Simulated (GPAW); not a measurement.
# Polarising 1T-ZrSeTe monolayer with a field along the normal

The dipole of the cell at several fields, atoms fixed. What does the strongest field give, and what length does the slope stand for?

**Method.** GPAW 26.7.0, plane waves (400 eV), PAW setups, PBE, 9×9 mesh, a dipole layer in the vacuum; geometry relaxed without an applied field with GPAW. The cell's area is 13.02 Å², and e/ε0 = 180.95 V Å.

Results, with one row withheld:

| field (V/Å) | dipole (e Å) |
| --- | --- |
| −0.2 | −0.0827 |
| −0.1 | −0.0421 |
| −0.05 | −0.0218 |
| 0.05 | 0.0189 |
| 0.1 | 0.0392 |
| 0.2 | 0.0798 |
| 0.3 | ? |

**Question.** What is the dipole at 0.3 V/Å?

Worked answer. A line through the 6 points has the slope α = 0.406 e Å per V/Å and the intercept p₀ = −0.0015 e Å (r.m.s. residual 2.4e−05). At 0.3 V/Å it gives p = −0.0015 + 0.406 × 0.3 = 0.1204 e Å; the run gives 0.1206 e Å, so the response stays linear to 0.1 % of the induced part. Dividing by ε0 and the area: α/(ε0 A) = 0.406 × 180.95 / 13.02 = 5.65 Å, against 3.37 Å between the outer nuclei.

Caveats: This is the electronic response alone; ions that move would add to it in polar layers. No run was spin-polarised, so magnetic states weren't tested. Spin-orbit coupling is left out, which matters for the heavier atoms here.
